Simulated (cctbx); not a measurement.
# Accept or mend?

Cell a = 5.7000 Å, b = 5.7000 Å, c = 11.1180 Å, α = 90.00°, β = 90.00°, γ = 90.00°; space group I4/mcm (no. 140). The compound is Cr5C3.

Simulated single-crystal data (cctbx): Cu Kα, λ = 1.54184 Å, to d = 0.83 Å, 95 % of the full sphere, strongest reflection 20000 counts, noise from counting, a 4 % proportional error and a noise floor of 8 counts (s.d.); no absorption, and some extinction, which the refinements don't model.

An anisotropic refinement with weights 1/σ² prints:

```text
Rint 0.036, 103 unique reflections to 0.84 A
cycle     R1     wR2    GooF  max shift (A)
   1  0.1033  0.2850  14.149   0.01185
   2  0.1128  0.2523  12.524   0.00002
final R1 0.1128 wR2 0.2523 GooF 12.524  parameters 10  data/parameter 10.3
atom        x        y        z      Ueq    occ   su(xyz)  su(Uiso or U11)
Cr1    0.50000  0.50000  0.00000   0.0053  1.000  0.00000  0.0028
Cr2    0.66270  0.16270  0.34883   0.0051  1.000  0.00057  0.0019
C1     0.50000  0.50000  0.25000   0.0122  1.000  0.00000  0.0148  NPD
difference map: max 10.09 min -1.56 rms 0.85
Q1    0.1241  0.3759  0.0000    8   10.32  2.26 A from Cr1
Q2    0.1516  0.3484  0.3222   16    4.19  0.31 A from Cr2
Q3    0.1040  0.3960  0.5000    8    2.12  1.75 A from Cr2
Q4    0.0319  0.0836  0.0000   16    1.72  0.51 A from Cr1
Q5    0.0000  0.0000  0.0307    8    1.46  0.34 A from Cr1
Q6    0.0989  0.4011  0.1020   16    0.77  1.63 A from Cr2
```

Q: Accept it or mend it, and why?

Mend it. The fault: an atom left out, C at (0.1199, 0.3801, 0). Against the right model at the same level, R1 goes from 0.0096 to 0.1128 and GooF from 0.97 to 12.52, the top difference peak, 10.3 e/Å³, lies 2.26 Å from Cr1 and C1 goes non-positive-definite. Q1 is the missing atom. With scattering power missing, scale and phases suffer, so peaks may also grow on the heavy atoms.

The compound is Cr5C3. The right model at the same level gives:

```text
Rint 0.036, 103 unique reflections to 0.84 A
cycle     R1     wR2    GooF  max shift (A)
   1  0.0121  0.0279   1.417   0.00166
   2  0.0096  0.0192   0.975   0.00000
final R1 0.0096 wR2 0.0192 GooF 0.975  parameters 14  data/parameter 7.4
atom        x        y        z      Ueq    occ   su(xyz)  su(Uiso or U11)
Cr1    0.50000  0.50000  0.00000   0.0120  1.000  0.00000  0.0002
Cr2    0.66296  0.16296  0.34775   0.0101  1.000  0.00004  0.0002
C1     0.12022  0.37978  0.00000   0.0144  1.000  0.00040  0.0010
C2     0.50000  0.50000  0.25000   0.0198  1.000  0.00000  0.0013
difference map: max 0.35 min -0.32 rms 0.07
Q1    0.1267  0.3733  0.4299   16    0.36  0.96 A from Cr2
Q2    0.0627  0.4373  0.1028   16    0.21  1.23 A from C1
Q3    0.1130  0.3870  0.2793   16    0.21  0.86 A from Cr2
Q4    0.0000  0.0000  0.1149    8    0.20  1.28 A from Cr1
Q5    0.1581  0.3419  0.2155   16    0.19  1.47 A from Cr2
Q6    0.0000  0.2259  0.2500   16    0.16  1.29 A from C2
```

The model was made for the exercise: a known structure type with other elements put in, its volume estimated, not relaxed; displacement parameters are assumed.

[Middle refinement cycles are left out of these outputs.]

[Logs are printed without paths, hosts, clocks, repeated set-up lines and the standing remarks that a program may print on its own settings, such as how far it seeks lower states.]
